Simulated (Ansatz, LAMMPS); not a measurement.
# Elastic response of glassy 69SiO2-19Al2O3-6SrO-6Li2O (mol %) (106 atoms)

Aim: relax glassy 69SiO2-19Al2O3-6SrO-6Li2O (mol %) (106 atoms), then change its volume and shape to read moduli from the stress.

Method: Kohn-Sham DFT, PBE, PAW (set soft_2), plane waves, in Ansatz 0.2.0.

## Step 1: The structure

The cell holds 106 atoms: 22 Si, 12 Al, 2 Sr, 4 Li and 66 O. Its edges and angles: a = 11.257 Å, b = 11.257 Å, c = 11.257 Å, α = 90.0°, β = 90.0°, γ = 90.0°. 106 atoms (22 Si, 12 Al, 2 Sr, 4 Li, 66 O) placed at random at 2.56 g/cm³, melted at 4000 K for 10 ps at fixed volume with the Morse and Coulomb pair potential with partial charges (Pedone, Malavasi, Menziani, Cormack and Segre, J. Phys. Chem. B 110, 11780 (2006)). Quenched from 4000 K to 300 K at 50 K/ps and fixed volume, held 5 ps.

Limits known from the start: The quench rate of 50 K/ps is orders of magnitude faster than experiment, which tends to freeze in extra defects. The starting topology of bonds comes from the classical model, and needn't be the one that DFT or experiment would give. Sampling is at Γ alone.

## Step 2: Single point at the start

A single point comes first, to see the forces before anything moves.

input.yaml reads:

```yaml
crystal:
  lattice:
    - [11.2565, 0.0, 0.0]
    - [0.0, 11.2565, 0.0]
    - [0.0, 0.0, 11.2565]
  atoms:
    - { symbol: Si, position: [0.38452, 0.45629, 0.7224] }
    - { symbol: Si, position: [0.98754, 0.55582, 0.88225] }
    - { symbol: Si, position: [0.42257, 0.92581, 0.31073] }
    - { symbol: Si, position: [0.85503, 0.78182, 0.58407] }
    - { symbol: Si, position: [0.04035, 0.41876, 0.35114] }
    - { symbol: Si, position: [0.47432, 0.3231, 0.50971] }
    - { symbol: Si, position: [0.68709, 0.60724, 0.28877] }
    - { symbol: Si, position: [0.13158, 0.33421, 0.77294] }
    - { symbol: Si, position: [0.41246, 0.23696, 0.16861] }
    - { symbol: Si, position: [0.72384, 0.60342, 0.78057] }
    - { symbol: Si, position: [0.65736, 0.23706, 0.32105] }
    - { symbol: Si, position: [0.13317, 0.90156, 0.00989] }
    - { symbol: Si, position: [0.22583, 0.17657, 0.9886] }
    - { symbol: Si, position: [0.58361, 0.37622, 0.87899] }
    - { symbol: Si, position: [0.28918, 0.69917, 0.36514] }
    - { symbol: Si, position: [0.33346, 0.72259, 0.63276] }
    - { symbol: Si, position: [0.83234, 0.41755, 0.17242] }
    - { symbol: Si, position: [0.62926, 0.08955, 0.83122] }
    - { symbol: Si, position: [0.96247, 0.23538, 0.05392] }
    - { symbol: Si, position: [0.018, 0.68782, 0.36879] }
    - { symbol: Si, position: [0.0458, 0.20966, 0.53878] }
    - { symbol: Si, position: [0.68511, 0.89475, 0.02364] }
    - { symbol: Al, position: [0.88731, 0.69091, 0.10612] }
    - { symbol: Al, position: [0.48741, 0.71735, 0.91595] }
    - { symbol: Al, position: [0.49454, 0.50727, 0.11902] }
    - { symbol: Al, position: [0.17656, 0.19347, 0.30767] }
    - { symbol: Al, position: [0.08385, 0.78254, 0.7517] }
    - { symbol: Al, position: [0.83223, 0.02946, 0.45573] }
    - { symbol: Al, position: [0.95759, 0.01045, 0.21417] }
    - { symbol: Al, position: [0.29871, 0.10175, 0.53623] }
    - { symbol: Al, position: [0.31034, 0.43634, 0.2952] }
    - { symbol: Al, position: [0.38821, 0.93973, 0.76004] }
    - { symbol: Al, position: [0.39023, 0.87241, 0.05146] }
    - { symbol: Al, position: [0.71094, 0.90371, 0.28476] }
    - { symbol: Sr, position: [0.5719, 0.00827, 0.55642] }
    - { symbol: Sr, position: [0.90673, 0.00382, 0.80289] }
    - { symbol: Li, position: [0.16069, 0.93386, 0.38185] }
    - { symbol: Li, position: [0.87844, 0.33011, 0.85221] }
    - { symbol: Li, position: [0.73758, 0.40613, 0.50272] }
    - { symbol: Li, position: [0.26245, 0.6541, 0.09422] }
    - { symbol: O, position: [0.43516, 0.6243, 0.02555] }
    - { symbol: O, position: [0.04347, 0.41827, 0.84441] }
    - { symbol: O, position: [0.59384, 0.43362, 0.02089] }
    - { symbol: O, position: [0.66458, 0.46497, 0.79414] }
    - { symbol: O, position: [0.70052, 0.10208, 0.71511] }
    - { symbol: O, position: [0.79626, 0.79637, 0.02874] }
    - { symbol: O, position: [0.7394, 0.32765, 0.24523] }
    - { symbol: O, position: [0.24224, 0.82347, 0.06454] }
    - { symbol: O, position: [0.56219, 0.93736, 0.34657] }
    - { symbol: O, position: [0.16705, 0.36349, 0.3129] }
    - { symbol: O, position: [0.8748, 0.35439, 0.05108] }
    - { symbol: O, position: [0.60546, 0.30614, 0.44135] }
    - { symbol: O, position: [0.50082, 0.03213, 0.80484] }
    - { symbol: O, position: [0.69832, 0.96235, 0.14599] }
    - { symbol: O, position: [0.24797, 0.41051, 0.72151] }
    - { symbol: O, position: [0.55055, 0.83096, 0.02679] }
    - { symbol: O, position: [0.95216, 0.40892, 0.24639] }
    - { symbol: O, position: [0.2034, 0.03342, 0.98296] }
    - { symbol: O, position: [0.34066, 0.99384, 0.41274] }
    - { symbol: O, position: [0.09188, 0.06836, 0.28649] }
    - { symbol: O, position: [0.73159, 0.13019, 0.38639] }
    - { symbol: O, position: [0.94823, 0.10616, 0.52328] }
    - { symbol: O, position: [0.78763, 0.55745, 0.17047] }
    - { symbol: O, position: [0.93498, 0.72962, 0.47856] }
    - { symbol: O, position: [0.91083, 0.14477, 0.14874] }
    - { symbol: O, position: [0.08395, 0.86456, 0.8803] }
    - { symbol: O, position: [0.73576, 0.53169, 0.38949] }
    - { symbol: O, position: [0.9841, 0.61055, 0.01113] }
    - { symbol: O, position: [0.62927, 0.67765, 0.84928] }
    - { symbol: O, position: [0.37676, 0.6113, 0.71307] }
    - { symbol: O, position: [0.32398, 0.67704, 0.49671] }
    - { symbol: O, position: [0.46652, 0.40608, 0.62309] }
    - { symbol: O, position: [0.05818, 0.64075, 0.79607] }
    - { symbol: O, position: [0.95069, 0.18856, 0.92379] }
    - { symbol: O, position: [0.5566, 0.56754, 0.24871] }
    - { symbol: O, position: [0.19716, 0.23677, 0.86308] }
    - { symbol: O, position: [0.75914, 0.68428, 0.66207] }
    - { symbol: O, position: [0.29065, 0.02739, 0.66199] }
    [... 22 atom lines left out ...]
    - { symbol: O, position: [0.3803, 0.79275, 0.30926] }
    - { symbol: O, position: [0.38543, 0.83503, 0.87493] }
    - { symbol: O, position: [0.39908, 0.38982, 0.17104] }
    - { symbol: O, position: [0.96034, 0.70071, 0.24199] }
    - { symbol: O, position: [0.78539, 0.90402, 0.53343] }
    - { symbol: O, position: [0.61173, 0.23363, 0.87864] }
kpoints:
  mp_grid: { grid: [1, 1, 1] }
hamiltonian:
  xc: pbe
scf:
  occupations: { method: fixed }
output:
  forces: true
```

Started as:

```
> ansatz run input.yaml --threads 4 --pin off --max-ram 8192MiB --backend cpu --events-out ev --progress --plain --runs-dir out
```

Numbers of over 12 decimals in the logs are rounded to 6 here.

Output:

```text
Engine: ansatz 0.2.0, x86_64-unknown-linux-gnu
Pseudopotentials: kind: paw
Pseudopotential: Si, paw, valence charge 4, recommended cutoff 420 eV (normal), Si.paw.azcp
Pseudopotential: Al, paw, valence charge 3, recommended cutoff 420 eV (normal), Al.paw.azcp
Pseudopotential: Sr, paw, valence charge 10, recommended cutoff 420 eV (normal), Sr.paw.azcp
Pseudopotential: Li, paw, valence charge 3, recommended cutoff 420 eV (normal), Li.paw.azcp
Pseudopotential: O, paw, valence charge 6, recommended cutoff 420 eV (normal), O.paw.azcp
Functional definition: PBE
  parameter kappa = 0.804
  parameter beta = 0.066725
  exchange = pbe_x(kappa = kappa, mu = beta*pi^2/3)
  correlation = pbe_c(beta = beta)
Crystal: 106 atoms, lattice volume = 1426.298 Å³
Basis set: ecut = 420 eV, 27825 PW (Γ), exchange–correlation on 160×160×160 points (8 copies of the dense FFT grid, shifted against one another)
Bands: 382, of which v1, the nominal top of the filled ones, is band 276 counted from 1 (275 counted from 0)
Symmetry: 1 space group operations
Space group: P1 (ITA 1), of the structure as read, at distance tolerance 1.1e-4 Å
k-points: 1
Non-local potential: Si, projectors of the file, l = 0: 2, l = 1: 2, l = 2: 2
Non-local potential: Al, projectors of the file, l = 0: 2, l = 1: 2, l = 2: 1
Non-local potential: Sr, projectors of the file, l = 0: 3, l = 1: 2, l = 2: 2
Non-local potential: Li, projectors of the file, l = 0: 3, l = 1: 2, l = 2: 1
Non-local potential: O, projectors of the file, l = 0: 2, l = 1: 2, l = 2: 1
PAW form: soft (Blöchl's): semilocal exchange-correlation on the pseudo side does not see the compensation charge
PAW one-centre angular grid: Si, 110 points (default); XC on 64 Gauss nodes
PAW one-centre angular grid: Al, 110 points (default); XC on 64 Gauss nodes
PAW one-centre angular grid: Sr, 110 points (default); XC on 64 Gauss nodes
PAW one-centre angular grid: Li, 110 points (default); XC on 64 Gauss nodes
PAW one-centre angular grid: O, 110 points (default); XC on 64 Gauss nodes
Initial density: superposition of atomic densities (neutral atoms: chi_scale 0, normalization atom), corrected by the library's trained network
Initial wavefunctions: pseudopotential atomic-orbital guess
Functional: x = pbe(κ = 0.804, μ = 0.219515), c = pbe(β = 0.066725)
SCF iter   1: F=—  HF=-65912.043862 eV  |F-HF|=—  |Δ(HF+E_count)|=         —  Δρ=2.06e-3  dr2=6.43e-2  ethr=1.77e-3  ⟨swp⟩=5.0  Hψ=1354  notcnv=0  defer=103
preconditioner: auto → Resta (q_TF=auto, 2.329 Å⁻¹)  ε∞=3.1  [insulator: Δε(μ)=3.005 eV  Ē_g=15.774 eV  n_scr=304 (ndim 8)  ℏωp=22.8 eV  f_vac=0.142  ε∞_Penn≈3.1]
SCF iter   2: F=—  HF=-65912.051646 eV  |F-HF|=—  |Δ(HF+E_count)|=   7.78e-3  Δρ=1.09e-3  dr2=1.60e-2  ethr=1.17e-5  ⟨swp⟩=3.0  Hψ=602  notcnv=0  defer=104
SCF iter   3: F=—  HF=-65912.056467 eV  |F-HF|=—  |Δ(HF+E_count)|=   4.82e-3  Δρ=4.99e-4  dr2=4.54e-3  ethr=2.91e-6  ⟨swp⟩=3.0  Hψ=498  notcnv=0  defer=82
automatic band count: iteration 3 solves 360 bands in place of 382: the levels show a gap, and the empty bands left out lie too high to hold charge; the band table lists the bands solved (type scf.n_extra_bands for more)
SCF iter   4: F=—  HF=-65912.056700 eV  |F-HF|=—  |Δ(HF+E_count)|=   2.33e-4  Δρ=1.36e-4  dr2=3.46e-4  ethr=8.23e-7  ⟨swp⟩=2.0  Hψ=499  notcnv=0  defer=82
SCF iter   5: F=—  HF=-65912.056798 eV  |F-HF|=—  |Δ(HF+E_count)|=   9.78e-5  Δρ=8.18e-5  dr2=9.11e-5  ethr=6.26e-8  ⟨swp⟩=2.0  Hψ=558  notcnv=0  defer=82
SCF iter   6: F=—  HF=-65912.054760 eV  |F-HF|=—  |Δ(HF+E_count)|=   2.04e-3  Δρ=2.90e-5  dr2=1.20e-5  ethr=1.65e-8  ⟨swp⟩=2.0  Hψ=638  notcnv=0  defer=82
SCF iter   7: F=—  HF=-65912.054764 eV  |F-HF|=—  |Δ(HF+E_count)|=   4.30e-6  Δρ=9.13e-6  dr2=1.46e-6  ethr=2.18e-9  ⟨swp⟩=2.0  Hψ=497  notcnv=0  defer=82
SCF iter   8: F=—  HF=-65912.054765 eV  |F-HF|=—  |Δ(HF+E_count)|=   1.43e-6  Δρ=6.89e-6  dr2=5.66e-7  ethr=2.64e-10  ⟨swp⟩=2.0  Hψ=556  notcnv=0  defer=82
SCF iter   9: F=-65912.054765 eV  HF=-65912.054765 eV  |F-HF|=2.08e-8  |Δ(HF+E_count)|=   1.24e-8  Δρ=1.49e-6  dr2=3.66e-8  ethr=1.81e-11  ⟨swp⟩=3.0  Hψ=1192  notcnv=0
SCF 1 converged in 9 iterations: F = -65912.054765 eV  dr2 = 3.66e-8
  greatest PAW one-centre occupation: 1.000 electrons in one spin orbital (limit 2), on the Li atom at site 36 (counted from 0), in its partial waves of l = 0
SCF converged after 9 iterations
Free energy (F): -65912.054765 eV
Harris-Foulkes:  -65912.054765 eV  (|F-HF|=2.08e-8)
Internal energy: -65912.054765 eV  (E = F + TS)
E sigma→0 (E₀):  -65912.054765 eV
Fermi energy:    3.929581 eV
--- Per-component energies (eV) ---
  E_band       = -2674.554935
  E_kinetic    = 13632.358898
  E_local      = -36953.315519  (includes V_loc(G=0)·N_el)
  E_nonlocal   = 4088.114220
  E_hartree    = 13628.469104
  E_xc         = -7003.293888
  E_vxc        = -8039.459355  (∫ρ·V_xc dr)
  E_paw        = -32858.135675  (= ΣΔE_a)
  E_vpaw       = -2659.352917  (= ΣTr[D̂ρ^β])
  E_aug_tail   = 0.168672  (compensation charges beyond the density's cutoff)
  E_ewald      = -20446.420578
  E_smearing   = -0.000000  (= −TS)
  E_closure    = 0.000000  (closes the sum)
  Σ components = -65912.054765   (vs F -65912.054765, Δ=0.00e0)
--- Forces (eV/Å), atoms counted from 1 ---
  atom   1  Si    -1.71750371     2.68793959     1.48563956
  atom   2  Si    -0.53199222     0.96156224    -2.20990938
  atom   3  Si     1.02925516     2.65049544    -0.11831674
  atom   4  Si    -1.79707218    -0.98919646     0.91043357
  atom   5  Si    -0.16725772    -1.17769378     1.22464929
  atom   6  Si    -0.84512407     0.80257209    -3.01088547
  atom   7  Si    -0.07245504     1.12401335    -1.45811578
  atom   8  Si     4.18886902    -0.20888674     1.77584922
  atom   9  Si    -0.19550049     1.66991497     0.54331650
  atom  10  Si    -0.37909135    -0.72714319    -0.07704794
  atom  11  Si    -0.68702617     0.73793556    -1.47213375
  atom  12  Si     0.81511429     2.09043554    -0.17794273
  atom  13  Si    -4.03584592    -0.28985886     1.11076763
  atom  14  Si     0.32186292     1.78627466     3.14532491
[...]
atom 105  O     -0.93498576    -0.58450016     0.71580968
  atom 106  O      0.36707877    -0.57190342     0.14029900
  max |Σ_I F_I| component: 6.29e-5 eV/Å
```

Elapsed: 5.6 s, on 4 threads of Intel Xeon Gold 6455B (Sapphire Rapids), shared host; peak memory 1.8 GiB.

Reading the cycles: dr2 is the Hartree energy of the density residual (eV), the measure of convergence; HF is the Harris–Foulkes estimate of the energy, which meets the free energy F at convergence.

The r.m.s. force at the start is 1.2 eV/Å.

(Part 1 of 5 ends here.)

[Logs are printed without paths, hosts, clocks, repeated set-up lines and the standing remarks that a program may print on its own settings, such as how far it seeks lower states.]

[Hosts, paths, dates, database ids (printed as entryN), source tags and the programs' standing remarks are cut or masked in the printed files.]
